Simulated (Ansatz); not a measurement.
## GeN (hypothetical, F-43m): thermal expansion from first principles

How much does GeN (hypothetical) expand with temperature? The compound is hypothetical: it was made by swapping elements on a known structure type.

Calculated with Ansatz 0.2.0; DFT PBEsol, scalar-relativistic, plane waves, PAW.

### Step 1. The structure

It takes space group F-43m (No. 216, cubic). The conventional cell has a = 5.218 Å, b = 5.218 Å, c = 5.218 Å, α = 90.00°, β = 90.00°, γ = 90.00°. Ge has 4 N at 2.26 Å nearest. Nearest to N lie 4 Ge at 2.26 Å. Farther neighbours and most contacts between anions are not listed.

Structure file:

```cif
data_structure
_symmetry_space_group_name_H-M 'F-43m'
_symmetry_Int_Tables_number 216
_cell_length_a 5.2185
_cell_length_b 5.2185
_cell_length_c 5.2185
_cell_angle_alpha 90.000
_cell_angle_beta 90.000
_cell_angle_gamma 90.000
_cell_volume 142.11
loop_
_atom_site_label
_atom_site_type_symbol
_atom_site_symmetry_multiplicity
_atom_site_Wyckoff_symbol
_atom_site_fract_x
_atom_site_fract_y
_atom_site_fract_z
_atom_site_occupancy
Ge1 Ge 4 a 0.00000 0.00000 0.00000 1
N1 N 4 c 0.25000 0.25000 0.25000 1
```

### Step 2. Probe on a coarse mesh

Before spending time, one coarse run tells the gap and the pressure of the starting cell.

The input, input.yaml:

```yaml
crystal:
  lattice:
    - [0.0, 2.60924, 2.60924]
    - [2.60924, 0.0, 2.60924]
    - [2.60924, 2.60924, 0.0]
  atoms:
    - { symbol: Ge, position: [0.0, 0.0, 0.0] }
    - { symbol: "N", position: [0.75, 0.75, 0.75] }
kpoints:
  mp_grid: { grid: [6, 6, 6] }
hamiltonian:
  xc: pbesol
scf:
  occupations: { method: gaussian, width: 0.1 }
output:
  forces: true
  stress: true
  eigenvalues: true
```

Launch:

```
ansatz run input.yaml --threads 4 --pin off --max-ram 8192MiB --backend cpu --events-out ev --progress --plain --runs-dir out
```

Numbers of over 12 decimals in the logs are rounded to 6 here.

Log:

```text
Engine: ansatz 0.2.0, aarch64-unknown-linux-gnu
Pseudopotentials: kind: paw
Pseudopotential: Ge, paw, valence charge 14, recommended cutoff 420 eV (normal), Ge.paw.azcp
Pseudopotential: N, paw, valence charge 5, recommended cutoff 420 eV (normal), N.paw.azcp
Functional definition: PBEsol
  exchange = pbesol_x
  correlation = pbesol_c
Crystal: 2 atoms, lattice volume = 35.528 Å³
Basis set: ecut = 420 eV, 725 PW (Γ), exchange–correlation on 50×50×50 points (8 copies of the dense FFT grid, shifted against one another)
Bands: 14, of which v1, the nominal top of the filled ones, is band 10 counted from 1 (9 counted from 0)
Symmetry: 24 space group operations
Space group: F-43m (ITA 216), of the structure as read, at distance tolerance 3.3e-5 Å
k-points: 16 of 216 (time reversal used)
Non-local potential: Ge, projectors of the file, l = 0: 2, l = 1: 2, l = 2: 3, l = 3: 1
Non-local potential: N, projectors of the file, l = 0: 2, l = 1: 2, l = 2: 1
PAW form: soft (Blöchl's): semilocal exchange-correlation on the pseudo side does not see the compensation charge
PAW frozen core: Ge, regenerated for the run's functional, and the local potential with it (the file was generated under x = pbe(κ = 0.804, μ = 0.219515), c = pbe(β = 0.066725))
PAW frozen core: N, regenerated for the run's functional, and the local potential with it (the file was generated under x = pbe(κ = 0.804, μ = 0.219515), c = pbe(β = 0.066725))
PAW one-centre angular grid: Ge, 590 points (default); XC on 64 Gauss nodes
PAW one-centre angular grid: N, 110 points (default); XC on 64 Gauss nodes
Initial density: superposition of atomic densities (neutral atoms: chi_scale 0, normalization atom), corrected by the library's trained network
Initial wavefunctions: pseudopotential atomic-orbital guess
Functional: x = pbesol(κ = 0.804, μ = 0.123457), c = pbesol(β = 0.046)
SCF iter   1: F=—  HF=-4630.355265 eV  |F-HF|=—  |Δ(HF+E_count)|=         —  Δρ=9.48e-3  dr2=3.38e-2  ethr=1.77e-3  ⟨swp⟩=5.2  Hψ=1186  notcnv=0
preconditioner: auto → LDOS  [insulator: Δε(μ)=0.206 eV  Ē_g=21.025 eV  σ=0.100 eV  W_gap=0.85  n_scr=14 (ndim 8)  ℏωp=27.2 eV  f_vac=0.030  D(μ)=0.90/eV (n_scr^D=8)  ε∞_Penn≈2.7  β→1.0]
SCF iter   2: F=—  HF=-4630.348530 eV  |F-HF|=—  |Δ(HF+E_count)|=   6.73e-3  Δρ=1.74e-3  dr2=5.92e-4  ethr=1.78e-4  ⟨swp⟩=2.9  Hψ=541  notcnv=0  defer=1
preconditioner: auto → none  [insulator: Δε(μ)=0.291 eV  Ē_g=21.102 eV  σ=0.100 eV  W_gap=0.91  n_scr=14 (ndim 8)  ℏωp=27.2 eV  f_vac=0.030  D(μ)=0.80/eV (n_scr^D=0)  ε∞_Penn≈2.7  β→0.5]
SCF iter   3: F=—  HF=-4630.348296 eV  |F-HF|=—  |Δ(HF+E_count)|=   2.34e-4  Δρ=1.81e-3  dr2=1.30e-3  ethr=3.11e-6  ⟨swp⟩=2.0  Hψ=372  notcnv=0  defer=1
SCF iter   4: F=—  HF=-4630.347909 eV  |F-HF|=—  |Δ(HF+E_count)|=   3.87e-4  Δρ=2.79e-4  dr2=1.64e-5  ethr=3.11e-6  ⟨swp⟩=2.0  Hψ=372  notcnv=0  defer=1
SCF iter   5: F=—  HF=-4630.347922 eV  |F-HF|=—  |Δ(HF+E_count)|=   1.29e-5  Δρ=3.98e-5  dr2=7.38e-7  ethr=8.66e-8  ⟨swp⟩=1.9  Hψ=254  notcnv=0  defer=1
SCF iter   6: F=-4630.347922 eV  HF=-4630.347922 eV  |F-HF|=7.19e-11  |Δ(HF+E_count)|=   1.35e-7  Δρ=3.34e-6  dr2=2.29e-9  ethr=5.26e-10  ⟨swp⟩=5.6  Hψ=942  notcnv=0
SCF 1 converged in 6 iterations: F = -4630.347922 eV  dr2 = 2.29e-9
  greatest PAW one-centre occupation: 0.998 electrons in one spin orbital (limit 2), on the Ge atom at site 0 (counted from 0), in its partial waves of l = 2
SCF converged after 6 iterations
Free energy (F): -4630.347922 eV
Harris-Foulkes:  -4630.347922 eV  (|F-HF|=7.19e-11)
Internal energy: -4630.343922 eV  (E = F + TS)
E sigma→0 (E₀):  -4630.345922 eV
Entropy (-TS):   -0.004000 eV (-2.000 meV/atom)
Fermi energy:    6.540362 eV
--- Per-component energies (eV) ---
  E_band       = -184.064012
  E_kinetic    = 229.481098
  E_local      = -2670.576963  (includes V_loc(G=0)·N_el)
  E_nonlocal   = 463.330787
  E_hartree    = 1127.263535
  E_xc         = -130.644637
  E_vxc        = -135.535192  (∫ρ·V_xc dr)
  E_paw        = -2097.281269  (= ΣΔE_a)
  E_vpaw       = -325.289921  (= ΣTr[D̂ρ^β])
  E_aug_tail   = 0.000487  (compensation charges beyond the density's cutoff)
  E_ewald      = -1552.862994
  E_core_change = 0.946035  (= ΣΔE_core)
  E_smearing   = -0.004000  (= −TS)
  E_closure    = -0.000000  (closes the sum)
  Σ components = -4630.347922   (vs F -4630.347922, Δ=0.00e0)
--- Forces (eV/Å), atoms counted from 1 ---
  atom   1  Ge     0.00000000    -0.00000000     0.00000000
  atom   2  N     -0.00000000     0.00000000     0.00000000
  max |Σ_I F_I| component: 2.22e-16 eV/Å
--- Stress (GPa, compression-positive) ---
      -18.088481      -0.000000      -0.000000
        0.000000     -18.088481       0.000000
       -0.000000       0.000000     -18.088481
  P = ⅓ Tr σ = -18.0885 GPa (-180.885 kbar)
--- Band table (eV; the first three rows and the last of 16) ---
  k-point 0: bands = [... 6 lower, 2.0441, 4.4559, 4.4559, 4.4559, 10.4014, 10.4014, 10.4014, 15.0405]
  k-point 1: bands = [... 6 lower, 0.8906, 4.2627, 4.2627, 5.0311, 9.8843, 10.6808, 10.6808, 16.4109]
  k-point 2: bands = [... 6 lower, -0.8552, 3.9308, 3.9308, 5.1672, 10.1940, 11.0015, 11.0015, 16.3736]
  k-point 15: bands = [... 6 lower, -1.7694, 2.2203, 2.2623, 7.8868, 8.2485, 11.2967, 13.0512, 14.0027]
```

It took 0.38 s on 4 threads of Arm Neoverse V2, shared host; peak memory 0.28 GiB.

The column dr2 measures how far the density is from self-consistency, as an energy; F and HF (Harris–Foulkes) agree once it is small.

This run has no spin polarisation although its electron count is odd.

Numbers from this step:

| Item | Value |
| --- | --- |
| pressure | -18.09 GPa |
| volume per atom | 17.76 Å³ |
| gap on the k-mesh | 0 eV |

The start is under -18 GPa at this level and looks like a metal on this mesh.

### Step 3. A loose first relaxation

The start is far from rest, so a relaxation with loose thresholds first brings it near the minimum.

input.yaml: that of step 2 with these lines changed.

```diff
@@ -18 +18,6 @@
   eigenvalues: true
+relax:
+  adjacent_minimum: "off"
+  f_tol: 0.05
+  max_steps: 80
+  cell: { stress_tol: 0.5 }
```

Log:

```text
[...]
Crystal: 2 atoms, lattice volume = 35.528 Å³
Basis set: ecut = 420 eV, 725 PW (Γ), exchange–correlation on 50×50×50 points (8 copies of the dense FFT grid, shifted against one another)
Bands: 14, of which v1, the nominal top of the filled ones, is band 10 counted from 1 (9 counted from 0)
Symmetry: 24 space group operations
[...]
k-points: 16 of 216 (time reversal used)
[...]
SCF iter   1: F=—  HF=-4630.355265 eV  |F-HF|=—  |Δ(HF+E_count)|=         —  Δρ=9.48e-3  dr2=3.38e-2  ethr=1.77e-3  ⟨swp⟩=5.2  Hψ=1186  notcnv=0
[...]
SCF iter   6: F=-4630.347922 eV  HF=-4630.347922 eV  |F-HF|=7.19e-11  |Δ(HF+E_count)|=   1.35e-7  Δρ=3.34e-6  dr2=2.29e-9  ethr=5.26e-10  ⟨swp⟩=5.6  Hψ=942  notcnv=0
SCF 1 converged in 6 iterations: F = -4630.347922 eV  dr2 = 2.29e-9
[...]
relax step   1: F+E_penalty+E_count = -4630.34792209 eV  Δ(F+E_penalty+E_count) = +0.000e0 eV  max|allowed force component| = 7.587e-16 eV/Å  Δτ_max = 0.0000 Å  P = -18.088 GPa  Ω = 35.528 Å³  (6 SCF iters, dr2 threshold 1.00e-7 eV, accepted)
Crystal: 2 atoms, lattice volume = 30.581 Å³
Basis set: ecut = 420 eV, 609 PW (Γ), exchange–correlation on 50×50×50 points (8 copies of the dense FFT grid, shifted against one another)
[...]
iter 1 solved again at ethr=3.99e-4 eV; its pass at ethr=3.10e-3 eV (dr2=7.57e-2 eV) is discarded
[...]
SCF iter   6: F=-4630.815883 eV  HF=-4630.815883 eV  |F-HF|=7.04e-10  |Δ(HF+E_count)|=   2.67e-8  Δρ=4.64e-6  dr2=3.87e-9  ethr=5.50e-10  ⟨swp⟩=2.4  Hψ=879  notcnv=0
SCF 2 converged in 6 iterations: F = -4630.815883 eV  dr2 = 3.87e-9
relax step   2: F+E_penalty+E_count = -4630.81588277 eV  Δ(F+E_penalty+E_count) = -4.680e-1 eV  max|allowed force component| = 5.181e-16 eV/Å  Δτ_max = 0.0000 Å  P = -10.243 GPa  Ω = 30.581 Å³  energy of the carried Pulay correction = +9.339e-3 eV  (6 SCF iters, dr2 threshold 2.00e-7 eV, accepted)
Crystal: 2 atoms, lattice volume = 26.116 Å³
Basis set: ecut = 420 eV, 531 PW (Γ), exchange–correlation on 50×50×50 points (8 copies of the dense FFT grid, shifted against one another)
[...]
SCF iter   6: F=-4630.976773 eV  HF=-4630.976773 eV  |F-HF|=6.93e-10  |Δ(HF+E_count)|=   3.36e-8  Δρ=4.60e-6  dr2=3.72e-9  ethr=5.59e-10  ⟨swp⟩=2.1  Hψ=826  notcnv=0
SCF 3 converged in 6 iterations: F = -4630.976773 eV  dr2 = 3.72e-9
relax step   3: F+E_penalty+E_count = -4630.97677345 eV  Δ(F+E_penalty+E_count) = -1.609e-1 eV  max|allowed force component| = 3.238e-16 eV/Å  Δτ_max = 0.0000 Å  P = -0.542 GPa  Ω = 26.116 Å³  energy of the carried Pulay correction = +1.906e-2 eV  (6 SCF iters, dr2 threshold 2.00e-7 eV, accepted)
[...]
relax step   4: F+E_penalty+E_count = -4630.97733449 eV  Δ(F+E_penalty+E_count) = -5.610e-4 eV  max|allowed force component| = 2.313e-16 eV/Å  Δτ_max = 0.0000 Å  P = +0.458 GPa  Ω = 25.905 Å³  energy of the carried Pulay correction = +1.956e-2 eV  (6 SCF iters, dr2 threshold 2.00e-7 eV, accepted)
Basis set: ecut = 420 eV, 531 PW (Γ), exchange–correlation on 48×48×48 points (8 copies of the dense FFT grid, shifted against one another)
[...]
SCF iter   6: F=-4630.971420 eV  HF=-4630.971420 eV  |F-HF|=1.82e-12  |Δ(HF+E_count)|=  7.28e-12  Δρ=6.07e-8  dr2=2.84e-13  ethr=1.00e-12  ⟨swp⟩=2.0  Hψ=582  notcnv=0
SCF 5 converged in 6 iterations: F = -4630.971420 eV  dr2 = 2.84e-13
[...]
relax step   5: F+E_penalty+E_count = -4630.97142045 eV  Δ(F+E_penalty+E_count) = +5.914e-3 eV  max|allowed force component| = 2.683e-16 eV/Å  Δτ_max = 0.0000 Å  P = +0.102 GPa  Ω = 25.905 Å³  stress off target by 1.02e-1 GPa  SCF on the basis re-selected at this cell (its energy is not comparable with the rows above)  (6 SCF iters)
basis re-selected at this cell: Δ(F+E_penalty+E_count) = +5.914e-3 eV, ΔP = -0.356 GPa vs the last step (what re-selecting the basis moved, of the pressure what is left beyond the Pulay correction that the steps carried, after the strain that the cell walked since its last selection, with what the two solves' SCF thresholds leave and, on support functions, any second-order correction that the steps lacked; it is no measure of the basis error at this ecutwfc). The dense FFT grid was sized anew with the basis: this SCF ran on 24×24×24 points, the steps before it on 25×25×25, so part of this shift can come from that change (see relax.cell in the input reference). [rest of the remark cut]
SCF converged after 6 iterations
Free energy (F): -4630.971420 eV
[...]
Internal energy: -4630.961519 eV  (E = F + TS)
E sigma→0 (E₀):  -4630.966470 eV
Entropy (-TS):   -0.009901 eV (-4.951 meV/atom)
Fermi energy:    11.645716 eV
[...]
--- Stress (GPa, compression-positive) ---
        0.102126      -0.000000      -0.000000
       -0.000000       0.102126      -0.000000
       -0.000000      -0.000000       0.102126
  P = ⅓ Tr σ = 0.1021 GPa (1.021 kbar)
--- Band table (eV; the first three rows and the last of 16) ---
  k-point 0: bands = [... 6 lower, 7.7347, 7.7347, 7.7347, 7.8775, 15.6840, 15.6840, 15.6840, 21.8940]
  k-point 1: bands = [... 6 lower, 4.9662, 7.4769, 7.4769, 9.8319, 15.0392, 16.0581, 16.0581, 22.9542]
  k-point 2: bands = [... 6 lower, 2.1337, 7.0381, 7.0381, 10.3463, 15.3555, 16.3270, 16.3270, 21.9629]
  k-point 15: bands = [... 6 lower, 1.1521, 4.6229, 4.6850, 12.4377, 13.4281, 17.1516, 18.4987, 19.8748]
--- Relaxed structure (4 steps of the walk, 4 accepted, 1 SCFs on fresh bases) ---
  F+E_penalty+E_count = -4630.97142045 eV   max|allowed force component| = 2.683e-16 eV/Å   (the final SCF, on the basis selected at the relaxed cell)
  cell:  # Å, volume = 25.9055 Å³
    - [0, 2.348481, 2.348481]
    - [2.348481, 0, 2.348481]
    - [2.348481, 2.348481, 0]
  atoms:
    - { symbol: Ge, position: [0, 0, 0] }
    - { symbol: N, position: [0.750000, 0.750000, 0.75] }
```

Elapsed: 1.6 s, on 4 threads; peak memory 0.3 GiB; 4.6 s of CPU time.

Step by step:

```tsv
step	energy less that of the first step (eV)	largest force component (eV/Å)	pressure (GPa)	volume (Å³)
1	0.0000	0.0000	-18.09	35.53
2	-0.4680	0.0000	-10.24	30.58
3	-0.6289	0.0000	-0.54	26.12
4	-0.6294	0.0000	0.46	25.91
5*	-0.6235	0.0000	0.10	25.91
```

Relaxation steps marked * repeat the geometry before them on a plane-wave basis chosen anew for their cell, so energy and pressure can jump there.

The run keeps the 24 symmetry operations that it works with, so distortions that break them were not tested.

```tsv
conventional cell, symmetrised	before	after	change
a (Å)	5.218	4.697	-10.0 %
b (Å)	5.218	4.697	-10.0 %
c (Å)	5.218	4.697	-10.0 %
volume (Å³/atom)	17.76	12.95	-27.1 %
```

The relaxed structure:

```xyz
2
Lattice="0.0000 2.3485 2.3485 2.3485 0.0000 2.3485 2.3485 2.3485 0.0000" Properties=species:S:1:pos:R:3 pbc="T T T"
Ge    0.0000    0.0000    0.0000
N     3.5227    3.5227    3.5227
```

This step gave:

| Property | Result |
| --- | --- |
| pressure | 0.1021 GPa |
| volume per atom | 12.95 Å³ |

The relaxation ends with a pressure of 0.10 GPa.

(Part 1 of 3 ends here.)

[Logs are printed without paths, hosts, clocks, repeated set-up lines and the standing remarks that a program may print on its own settings, such as how far it seeks lower states.]

[Hosts, paths, dates, database ids (printed as entryN), source tags and the programs' standing remarks are cut or masked in the printed files.]

[A step with changed settings may run another functional than the one named; its input shows which.]

[Pressures of single members of a volume series are the stress at the run's cutoff; with an incomplete basis they can lie off −dE/dV of the same runs, and they are not shown converged.]
